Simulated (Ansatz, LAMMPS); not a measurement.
**Forces and charges in liquid (Cs,K,Li)F at 1400 K (82 atoms)**

What does DFT give for liquid (Cs,K,Li)F at 1400 K (82 atoms) as built?

Calculated with Ansatz 0.2.0; Kohn-Sham DFT, PBEsol, PAW (set soft_2), plane waves.

**1. The structure**

The cell holds 82 atoms: 15 Cs, 8 K, 18 Li and 41 F. Its edges and angles: a = 12.956 Å, b = 12.956 Å, c = 12.956 Å, α = 90.0°, β = 90.0°, γ = 90.0°. 82 atoms (15 Cs, 8 K, 18 Li, 41 F) placed at random at 2.45 g/cm³, melted at 1800 K for 10 ps at fixed volume with the Lennard-Jones and Coulomb ion parameters for SPC/E (Joung and Cheatham, J. Phys. Chem. B 112, 9020 (2008)), full charges. Snapshot at the end of a hold of 20 ps at 1400 K and fixed volume.

What the set-up can't give: The network of bonds at the start is that of the classical potential that made the cell, and needn't be the one that DFT or experiment would give. The ion parameters were fitted for water, not for melts, so the starting structure of this cell may lie well off the real melt's. The Brillouin zone is sampled at Γ only, in a cell whose shortest periodic width is 13 Å. No spin–orbit coupling is included, so levels derived from the heavy atoms are approximate.

**2. Making the structure**

A classical potential makes the cell, at a small fraction of what the same run would cost in DFT.

This step: classical MD, Lennard-Jones and Coulomb ion parameters for SPC/E (Joung and Cheatham, J. Phys. Chem. B 112, 9020 (2008)), full charges (LAMMPS 22 Jul 2025 - Update 4).

Input file in.lmp:

```
# melt-quench of Cs15K8Li18F41
units metal
atom_style charge
boundary p p p
region box block 0 12.9563 0 12.9563 0 12.9563
create_box 4 box
mass 1 132.9055   # Cs
mass 2 39.0983   # K
mass 3 6.9400   # Li
mass 4 18.9984   # F
create_atoms 1 random 15 886784 NULL overlap 2.15 maxtry 2000
create_atoms 2 random 8 886791 NULL overlap 2.15 maxtry 2000
create_atoms 3 random 18 886798 NULL overlap 2.15 maxtry 2000
create_atoms 4 random 41 886805 NULL overlap 2.15 maxtry 2000
pair_style lj/cut/coul/long 9.0
pair_modify mix arithmetic tail yes
pair_coeff 1 1 0.003897 3.6010   # Cs
pair_coeff 2 2 0.018634 2.8384   # K
pair_coeff 3 3 0.014602 1.4094   # Li
pair_coeff 4 4 0.000321 4.0215   # F
set type 1 charge 1
set type 2 charge 1
set type 3 charge 1
set type 4 charge -1
kspace_style pppm 1.0e-4
neigh_modify delay 0 every 1 check yes
thermo_style custom step time temp pe press density
thermo_modify norm yes
timestep 0.002
thermo 100
min_style cg
minimize 1e-4 1e-4 200 2000
reset_timestep 0
velocity all create 1800 886785 mom yes dist gaussian
# [... 14 lines left out ...]
compute msd all msd com yes
thermo 2500
fix md all nvt temp 1400 1400 0.2
run 10000 post no
print "== T1400: mean square displacement over the hold $(c_msd[4]:%.2f) A^2"
unfix md
uncompute msd
write_dump all custom T1400.dump id type xs ys zs modify sort id
```

Run with:

```console
$ lmp -in in.lmp -log none -nocite
```

Numbers of over 12 decimals in the logs are rounded to 6 here.

The log of the run:

```text
LAMMPS (22 Jul 2025 - Update 4)
Created orthogonal box = (0 0 0) to (12.9563 12.9563 12.9563)
Created 15 atoms
Created 8 atoms
Created 18 atoms
Created 41 atoms
PPPM initialization ...
  G vector (1/distance) = 0.31054361
  grid = 9 9 9
  estimated relative force accuracy = 7.3941142e-05
   Step          Time           Temp          PotEng         Press         Density
         0   0              0             -0.75199082     151098.43      2.4509887
        88   0.176          0             -4.4833724     -18909.479      2.4509887
Loop time of 0.0343761 s on 1 MPI rank(s) for 88 steps with 82 atoms
Minimization stats:
  Stopping criterion = energy tolerance
[... 18 lines left out ...]
Loop time of 1.15485 s on 1 MPI rank(s) for 5000 steps with 82 atoms
   Step          Time           Temp          PotEng         Press         Density
[... 5 lines left out ...]
Loop time of 0.566957 s on 1 MPI rank(s) for 2500 steps with 82 atoms
   Step          Time           Temp          PotEng         Press         Density
[... 2 lines left out ...]
     12500   25             1270.9021     -4.2944479      1501.8653      2.4509887
     15000   30             1251.9074     -4.2925742      3326.214       2.4509887
     17500   35             1483.7677     -4.3117918     -3447.1052      2.4509887
     18500   37             1290.0565     -4.2857908     -3453.209       2.4509887
Loop time of 2.26542 s on 1 MPI rank(s) for 10000 steps with 82 atoms
== T1400: mean square displacement over the hold 49.89 A^2
```

It took 4.3 s on 1 thread of Arm Neoverse V1, shared host; peak memory 0.078 GiB.

**3. Plane-wave single point**

The electrons are solved once, with the atoms held.

Input file input.yaml:

```yaml
crystal:
  lattice:
    - [12.9563, 0.0, 0.0]
    - [0.0, 12.9563, 0.0]
    - [0.0, 0.0, 12.9563]
  atoms:
    - { symbol: Cs, position: [0.3712, 0.13612, 0.16585] }
    - { symbol: Cs, position: [0.9223, 0.77094, 0.42912] }
    - { symbol: Cs, position: [0.4389, 0.63196, 0.8895] }
    - { symbol: Cs, position: [0.07597, 0.17556, 0.20407] }
    - { symbol: Cs, position: [0.07217, 0.02042, 0.52469] }
    - { symbol: Cs, position: [0.01439, 0.33419, 0.54612] }
    - { symbol: Cs, position: [0.41237, 0.35022, 0.62815] }
    - { symbol: Cs, position: [0.70759, 0.80126, 0.61188] }
    - { symbol: Cs, position: [0.76304, 0.07827, 0.18003] }
    - { symbol: Cs, position: [0.05241, 0.4921, 0.93037] }
    - { symbol: Cs, position: [0.75058, 0.77142, 0.9786] }
    - { symbol: Cs, position: [0.84186, 0.50817, 0.69715] }
    - { symbol: Cs, position: [0.18262, 0.22702, 0.80536] }
    - { symbol: Cs, position: [0.69059, 0.04761, 0.68119] }
    - { symbol: Cs, position: [0.91731, 0.88806, 0.82215] }
    - { symbol: K, position: [0.19412, 0.67849, 0.0266] }
    - { symbol: K, position: [0.45887, 0.95805, 0.98688] }
    - { symbol: K, position: [0.26863, 0.75884, 0.48456] }
    - { symbol: K, position: [0.60746, 0.76018, 0.2155] }
    - { symbol: K, position: [0.03155, 0.82311, 0.21996] }
    - { symbol: K, position: [0.55268, 0.63572, 0.53298] }
    - { symbol: K, position: [0.66551, 0.22895, 0.49471] }
    - { symbol: K, position: [0.74972, 0.3553, 0.99952] }
    - { symbol: Li, position: [0.49578, 0.33235, 0.3037] }
    - { symbol: Li, position: [0.3931, 0.84368, 0.2288] }
    - { symbol: Li, position: [0.03791, 0.70543, 0.70092] }
    - { symbol: Li, position: [0.53546, 0.18812, 0.86953] }
    - { symbol: Li, position: [0.82702, 0.22358, 0.75071] }
    - { symbol: Li, position: [0.38743, 0.54599, 0.30134] }
    - { symbol: Li, position: [0.05845, 0.53696, 0.35053] }
    - { symbol: Li, position: [0.26875, 0.84717, 0.73859] }
    - { symbol: Li, position: [0.93455, 0.52709, 0.15556] }
    - { symbol: Li, position: [0.18529, 0.34191, 0.34713] }
    - { symbol: Li, position: [0.74837, 0.5753, 0.30722] }
    - { symbol: Li, position: [0.54085, 0.05284, 0.3322] }
    - { symbol: Li, position: [0.46378, 0.04176, 0.59427] }
    - { symbol: Li, position: [0.31813, 0.2113, 0.48082] }
    - { symbol: Li, position: [0.26352, 0.39989, 0.10276] }
    - { symbol: Li, position: [0.19199, 0.53254, 0.58218] }
    - { symbol: Li, position: [0.4455, 0.40293, 0.99265] }
    - { symbol: Li, position: [0.62488, 0.40259, 0.7756] }
    - { symbol: F, position: [0.66709, 0.89099, 0.82804] }
    - { symbol: F, position: [0.33876, 0.33367, 0.39479] }
    - { symbol: F, position: [0.54498, 0.77418, 0.02477] }
    - { symbol: F, position: [0.61617, 0.1936, 0.30151] }
    - { symbol: F, position: [0.01367, 0.65405, 0.12474] }
    - { symbol: F, position: [0.45601, 0.1278, 0.46423] }
    - { symbol: F, position: [0.64081, 0.99571, 0.47872] }
    - { symbol: F, position: [0.41079, 0.27153, 0.86611] }
    - { symbol: F, position: [0.91684, 0.09607, 0.70178] }
    - { symbol: F, position: [0.15071, 0.19451, 0.40429] }
    - { symbol: F, position: [0.48964, 0.95732, 0.21804] }
    - { symbol: F, position: [0.6892, 0.26455, 0.78607] }
    - { symbol: F, position: [0.10942, 0.68874, 0.35963] }
    - { symbol: F, position: [0.69582, 0.71154, 0.3876] }
    - { symbol: F, position: [0.79152, 0.32529, 0.59791] }
    - { symbol: F, position: [0.87922, 0.35274, 0.8233] }
    - { symbol: F, position: [0.334, 0.60284, 0.59257] }
    - { symbol: F, position: [0.41612, 0.7128, 0.30617] }
    - { symbol: F, position: [0.56032, 0.4575, 0.35826] }
    - { symbol: F, position: [0.25111, 0.91874, 0.1249] }
    - { symbol: F, position: [0.38936, 0.93971, 0.67259] }
    - { symbol: F, position: [0.59096, 0.12563, 0.99831] }
    - { symbol: F, position: [0.62717, 0.53058, 0.70085] }
    - { symbol: F, position: [0.89846, 0.78936, 0.65045] }
    - { symbol: F, position: [0.96672, 0.66517, 0.8652] }
    - { symbol: F, position: [0.17428, 0.29245, 0.02039] }
    - { symbol: F, position: [0.78991, 0.55102, 0.16518] }
    - { symbol: F, position: [0.28695, 0.53213, 0.18778] }
    - { symbol: F, position: [0.8805, 0.93357, 0.04919] }
    - { symbol: F, position: [0.41364, 0.36009, 0.14681] }
    - { symbol: F, position: [0.12958, 0.80689, 0.64649] }
    - { symbol: F, position: [0.15217, 0.45542, 0.46457] }
    - { symbol: F, position: [0.27523, 0.77865, 0.86724] }
    - { symbol: F, position: [0.05837, 0.54569, 0.66726] }
    - { symbol: F, position: [0.55678, 0.46582, 0.9416] }
    - { symbol: F, position: [0.88049, 0.55771, 0.3871] }
    - { symbol: F, position: [0.96081, 0.9704, 0.32254] }
    - { symbol: F, position: [0.29022, 0.4753, 0.95919] }
    - { symbol: F, position: [0.51544, 0.14832, 0.67711] }
    - { symbol: F, position: [0.23267, 0.24574, 0.60781] }
    - { symbol: F, position: [0.03398, 0.40281, 0.27231] }
kpoints:
  mp_grid: { grid: [1, 1, 1] }
hamiltonian:
  xc: pbesol
scf:
  occupations: { method: fixed }
output:
  forces: true
  stress: true
  populations: true
  dos:
    method: { smearing: { sigma: 0.1 } }
    de: 0.1
    projected: { site_lists: { Cs: [Cs], F: [F], K: [K], Li: [Li] } }
  eigenvalues: true
  write_density: true
  write_potential: true
  volumetric_format: npy
```

Run with:

```console
$ ansatz run input.yaml --threads 8 --pin off --max-ram 15872MiB --backend cpu --events-out ev --progress --plain --runs-dir out
```

The log of the run:

```text
Engine: ansatz 0.2.0, aarch64-unknown-linux-gnu
Pseudopotentials: kind: paw
Pseudopotential: Cs, paw, valence charge 9, recommended cutoff 420 eV (normal), Cs.paw.azcp
Pseudopotential: K, paw, valence charge 9, recommended cutoff 420 eV (normal), K.paw.azcp
Pseudopotential: Li, paw, valence charge 3, recommended cutoff 420 eV (normal), Li.paw.azcp
[...]
--- Band table (eV) ---
  k-point 0: bands = ["-43.7208", "-43.3894", "-43.2409", "-43.1628", [... 340 levels ...], "7.9831", "8.0373", "8.0762", "8.1491", "8.1770", "8.1994", "8.2292", "8.2678", "8.2854", "8.3240", "8.3311", "8.3789"]
--- Löwdin populations: 82 sites ---
  site symbol       q [e]
     0     Cs      8.0448
     1     Cs      8.0442
     2     Cs      8.0523
[...]
81      F      7.7522
  spilling = 0.006796 (of n_electrons = 548.000000)
[key lines of the parts left out:]
SCF converged after 10 iterations
Free energy (F): -132475.273233 eV
Fermi energy:    0.170650 eV
P = ⅓ Tr σ = -3.0288 GPa (-30.288 kbar)
```

Wall time 24 s (8 threads of Arm Neoverse V1, shared host); peak memory 2.6 GiB; 2.8 min of CPU time.

The program notes that the exchange-correlation potential is rough where the density is thin.

The run gave:

* free energy: -132475.2732 eV
* free energy per atom: -1615.5521 eV/atom
* SCF cycles: 10
* pressure: -3.029 GPa
* r.m.s. force component: 0.3874 eV/Å
* longest force: 1.399 eV/Å
* Fermi energy: 0.1706 eV
* gap (highest filled to lowest empty level): 3.51 eV
* spilling of the projection: 0.006796

Length of the force by element:

| element | coordination | atoms | mean length of the force (eV/Å) | spread | least | most |
| --- | --- | --- | --- | --- | --- | --- |
| Cs | all | 15 | 0.506 | 0.215 | 0.259 | 1.12 |
| F | all | 41 | 0.615 | 0.195 | 0.203 | 1.02 |
| K | all | 8 | 0.676 | 0.261 | 0.388 | 1.19 |
| Li | all | 18 | 0.691 | 0.374 | 0.210 | 1.40 |

Löwdin charges by element (they lack the spilled electrons, 0.045 e an atom on average):

| element | coordination | atoms | mean charge (e) | spread | least | most |
| --- | --- | --- | --- | --- | --- | --- |
| Cs | all | 15 | 0.947 | 0.0166 | 0.918 | 0.988 |
| F | all | 41 | -0.769 | 0.0111 | -0.793 | -0.746 |
| K | all | 8 | 0.849 | 0.0126 | 0.837 | 0.872 |
| Li | all | 18 | 0.792 | 0.0186 | 0.765 | 0.824 |

Density of states as counts of states in windows of 1 eV (from the Fermi level), total and the larger projections:

| from (eV) | to (eV) | total | F p | Cs p | K p |
| --- | --- | --- | --- | --- | --- |
| -14 | -13 | 0.2 | 0.0 | 0.0 | 0.2 |
| -13 | -12 | 16.2 | 0.0 | 0.0 | 16.1 |
| -12 | -11 | 27.7 | 0.1 | 0.1 | 27.4 |
| -11 | -10 | 3.9 | 0.0 | 0.0 | 3.8 |
| -10 | -8 | 0.0 | 0.0 | 0.0 | 0.0 |
| -8 | -7 | 18.2 | 0.4 | 17.6 | 0.0 |
| -7 | -6 | 44.2 | 1.3 | 42.3 | 0.1 |
| -6 | -5 | 27.5 | 1.2 | 26.0 | 0.0 |
| -5 | -4 | 0.0 | 0.0 | 0.0 | 0.0 |
| -4 | -3 | 2.0 | 2.0 | 0.0 | 0.0 |
| -3 | -2 | 23.8 | 22.5 | 0.3 | 0.0 |
| -2 | -1 | 124.5 | 119.1 | 1.3 | 0.1 |
| -1 | 0 | 94.2 | 90.6 | 1.3 | 0.1 |
| 0 | 1 | 1.5 | 1.5 | 0.0 | 0.0 |
| 1 | 3 | 0.0 | 0.0 | 0.0 | 0.0 |
| 3 | 4 | 2.1 | 0.0 | 0.0 | 0.0 |
| 4 | 5 | 9.1 | 0.4 | 0.1 | 0.0 |

With fixed occupations the program's Fermi level is the highest filled level; weight inside the gap is the broadening of levels at its edges.

Between -26 and -14 eV lie 112 more states.

The stored curve holds about 496 of the 548 electrons; the rest, give or take the few that broadening carries across the Fermi level, lie in deeper levels below its range.

The levels nearest the highest filled one (over half full), pooled over k-points and spins:

| level less the highest filled one (eV) | occupation |
| --- | --- |
| -0.305 | 2 |
| -0.286 | 2 |
| -0.279 | 2 |
| -0.221 | 2 |
| -0.195 | 2 |
| 0 | 2 |
| 3.51 | 0 |
| 4.07 | 0 |
| 4.61 | 0 |
| 4.68 | 0 |
| 4.79 | 0 |
| 4.96 | 0 |

Valence density in the ac plane at fractional y = 0.342, with atoms of Cs and K and Li and F within 0.2 Å of it. It is the smooth field of the valence electrons, not physical close to the nuclei.

Ten steps, logarithmic in the rise over the least value, from '0' (0.00 × 1e0 e/Å³) to '9' (9.77 × 1e0 e/Å³), each cell a mean:
```
0000123321000000000000001467764100000
0000011100000011100000000134432110000
0000000000000123210000000001112344210
0000011100000123210000001110014798621
0000011110000011100000012221114798631
0000011110000001100000012221012354310
0000000000001233321000001110000111000
0000000000013455543100000001222100000
3321000011124543454200000013676410123
5553100011113554554200000025898521245
2354210000012344432100000013576311355
4454210000001112110000000001121101345
4432100000123321000000000000000000134
1110000001368752000000000000000000001
0000015522479963100000000000000000000
1110048851256642135410000000000000000
3332114520011110168720000000000000001
3432100000000000035400000000000000002
2221000000000123211000000000000000001
0000000000001468742000000000000000000
0000000000002489852000000000000000000
0000011111101356531000000011110000000
0000234431000011110000000245642000000
0001245531000000000000001467874100000
```
Columns run along a (13.0 Å), rows up along c (13.0 Å). Atoms in or near the plane, at fractional coordinates: Cs at (0.01, 0.55), Cs at (0.41, 0.63), K at (0.75, 0.00), Li at (0.50, 0.30), Li at (0.19, 0.35), F at (0.34, 0.39), F at (0.88, 0.82).

Electrostatic potential energy in the ac plane at fractional y = 0.342, with atoms of Cs and K and Li and F within 0.2 Å of it. With pseudopotentials it is smooth inside the atoms' cores, unlike the true potential.

Values in eV, 13 rows by 16 columns, each cell a mean:
```
  5   6   7   7   8   7   5   3   5   6   2 -15 -18   0   5   5
  5   4   4   5   7   8   7   7   6   5   4   4   4   0  -5   7
  5   3   2   2   4   6   7   6   5   1   1   5   7  -7 -17   7
  5   4   4   4   4   1  -6  -2   3   2   3   6   7   7   7   6
 -5   1   5   6   4 -12 -21 -21  -1   4   6   7  -6   1   6   0
-21 -13   5   7   5  -5 -18 -13   1   4   5   6 -14  -4   3 -19
-19  -7   5   7   7   5   4   4   4   4   4   5   7   7   3 -13
  3   4   1   0   1 -22  -1   5   5   5   5   5   6   6   6   4
  7   5 -14 -18   2  -6   3  -8 -10   5   7   6   6   6   6   7
  5   6   2   1   4   7   5  -6  -8   4   6   6   6   6   6   7
  6   6   5   3   3   6 -11  -1   6   6   6   5   4   4   5   6
  5   6   6   3  -1   4 -10  -1   7   6   4   1   0   2   3   4
  5   7   1   3   5   6   4   2   5   5   1 -19 -23  -3   3   4
```
Columns run along a (13.0 Å; values clipped at the 3rd and 97th percentile), rows up along c (13.0 Å). Atoms in or near the plane, at fractional coordinates: Cs at (0.01, 0.55), Cs at (0.41, 0.63), K at (0.75, 0.00), Li at (0.50, 0.30), Li at (0.19, 0.35), F at (0.34, 0.39), F at (0.88, 0.82).

Mean Löwdin charges: Cs +0.95, F -0.77, K +0.85, Li +0.79 e (they miss 0.68 % of the electrons, so they add up to more than the cell's charge).

**4. Local order**

These statistics describe the geometry on which the runs were made.

Density 2.45 g/cm³, 26.52 Å³ an atom.

Pair distribution functions g(r), in bins of 0.2 Å:

| r (Å) | total | F-F | F-Li | F-Cs | F-K | Li-Li | Li-Cs |
| --- | --- | --- | --- | --- | --- | --- | --- |
| 1.70 | 0.08 | 0.00 | 0.37 | 0.00 | 0.00 | 0.00 | 0.00 |
| 1.90 | 1.24 | 0.00 | 5.63 | 0.00 | 0.00 | 0.00 | 0.00 |
| 2.10 | 1.47 | 0.00 | 6.71 | 0.00 | 0.00 | 0.00 | 0.00 |
| 2.30 | 0.53 | 0.00 | 2.40 | 0.00 | 0.00 | 0.00 | 0.00 |
| 2.50 | 0.58 | 0.00 | 1.52 | 0.43 | 1.67 | 0.00 | 0.00 |
| 2.70 | 0.98 | 0.13 | 0.17 | 2.87 | 3.65 | 0.69 | 0.00 |
| 2.90 | 1.04 | 0.74 | 0.28 | 2.50 | 2.21 | 1.21 | 0.39 |
| 3.10 | 1.37 | 1.50 | 0.36 | 2.77 | 1.98 | 1.66 | 1.00 |
| 3.30 | 1.19 | 1.50 | 0.21 | 1.32 | 1.47 | 1.49 | 1.77 |
| 3.50 | 1.07 | 1.52 | 0.49 | 0.70 | 0.64 | 3.48 | 1.06 |
| 3.70 | 1.25 | 1.64 | 0.86 | 1.02 | 1.17 | 1.58 | 2.09 |
| 3.90 | 0.91 | 1.35 | 0.70 | 0.74 | 0.18 | 0.69 | 0.64 |
| 4.10 | 1.09 | 1.48 | 0.56 | 0.84 | 0.15 | 2.56 | 1.35 |
| 4.30 | 0.82 | 1.00 | 0.51 | 0.77 | 0.42 | 0.29 | 1.04 |
| 4.50 | 0.72 | 0.61 | 0.75 | 0.55 | 0.64 | 1.06 | 0.94 |
| 4.70 | 1.16 | 0.93 | 1.12 | 0.83 | 1.29 | 1.22 | 1.73 |
| 4.90 | 0.98 | 0.86 | 1.54 | 0.71 | 0.67 | 0.00 | 1.19 |
| 5.10 | 0.91 | 0.83 | 1.31 | 0.55 | 1.21 | 0.42 | 1.10 |
| 5.30 | 1.10 | 0.95 | 1.22 | 1.00 | 1.61 | 0.37 | 0.93 |
| 5.50 | 1.04 | 0.96 | 1.47 | 0.98 | 1.30 | 0.35 | 0.42 |
| 5.70 | 0.89 | 0.63 | 1.20 | 0.99 | 1.21 | 0.83 | 0.59 |
| 5.90 | 1.13 | 1.09 | 1.05 | 1.29 | 1.22 | 1.08 | 1.19 |
| 6.10 | 0.87 | 0.89 | 0.95 | 1.14 | 0.84 | 0.72 | 0.69 |
| 6.30 | 0.98 | 1.32 | 0.68 | 1.20 | 0.59 | 0.81 | 1.05 |

The surroundings of K16, picked at random, nearest first, numbered as they follow in the input and with coordinates relative to it.

| atom | x | y | z | distance (Å) | Löwdin charge (e) | Fx | Fy | Fz (eV/Å) |
| --- | --- | --- | --- | --- | --- | --- | --- | --- |
| K16 | 0.00 | 0.00 | 0.00 | 0.00 | 0.84 | 0.26 | 0.24 | 0.33 |
| F74 | 1.05 | 1.30 | -2.06 | 2.66 | -0.79 | -0.05 | 0.32 | -0.49 |
| F46 | -2.34 | -0.32 | 1.27 | 2.68 | -0.77 | -0.14 | -0.94 | -0.12 |
| F79 | 1.25 | -2.63 | -0.87 | 3.04 | -0.76 | 0.14 | 0.16 | 0.36 |
| F69 | 1.20 | -1.90 | 2.09 | 3.07 | -0.76 | 0.05 | -0.33 | 0.40 |
| Cs10 | -1.84 | -2.41 | -1.25 | 3.28 | 0.96 | 0.11 | -0.33 | -0.34 |
| F61 | 0.74 | 3.11 | 1.27 | 3.44 | -0.77 | 0.74 | -0.04 | 0.57 |
| F66 | -2.95 | -0.17 | -2.09 | 3.62 | -0.78 | 0.04 | 0.37 | -0.59 |
| Cs3 | 3.17 | -0.60 | -1.78 | 3.68 | 0.95 | 0.00 | 0.20 | -0.16 |
| K20 | -2.11 | 1.87 | 2.51 | 3.77 | 0.84 | 0.40 | 0.05 | -0.83 |
| Li38 | 0.90 | -3.61 | 0.99 | 3.85 | 0.78 | 0.62 | 0.73 | -0.61 |
| Li32 | -3.36 | -1.96 | 1.67 | 4.24 | 0.81 | -0.18 | 1.10 | 0.85 |
| Li25 | 2.58 | 2.14 | 2.62 | 4.25 | 0.82 | -0.32 | -0.05 | -0.20 |

**5. Outcome**

```
free energy per atom                             : -1615.5521 eV/atom
pressure                                         : -3.029 GPa
r.m.s. force component                           : 0.3874 eV/Å
gap (highest filled to lowest empty level) : 3.51 eV
wall time of the 1 DFT run                       : 24 s
```

In words: Between filled and empty levels lie 3.51 eV (at Γ alone); a semilocal functional tends to put such gaps too low. In a disordered cell it changes from sample to sample and from frame to frame.

Caveats: The force components of 0.39 eV/Å r.m.s. reflect the temperature of the frame as well as the gap between the generating potential and DFT. The pressure of -3.0 GPa is that of one thermal frame, in which the classical model's bond lengths enter as well as the volume, without the kinetic term.

[Logs are printed without paths, hosts, clocks, repeated set-up lines and the standing remarks that a program may print on its own settings, such as how far it seeks lower states.]

[Hosts, paths, dates, database ids (printed as entryN), source tags and the programs' standing remarks are cut or masked in the printed files.]
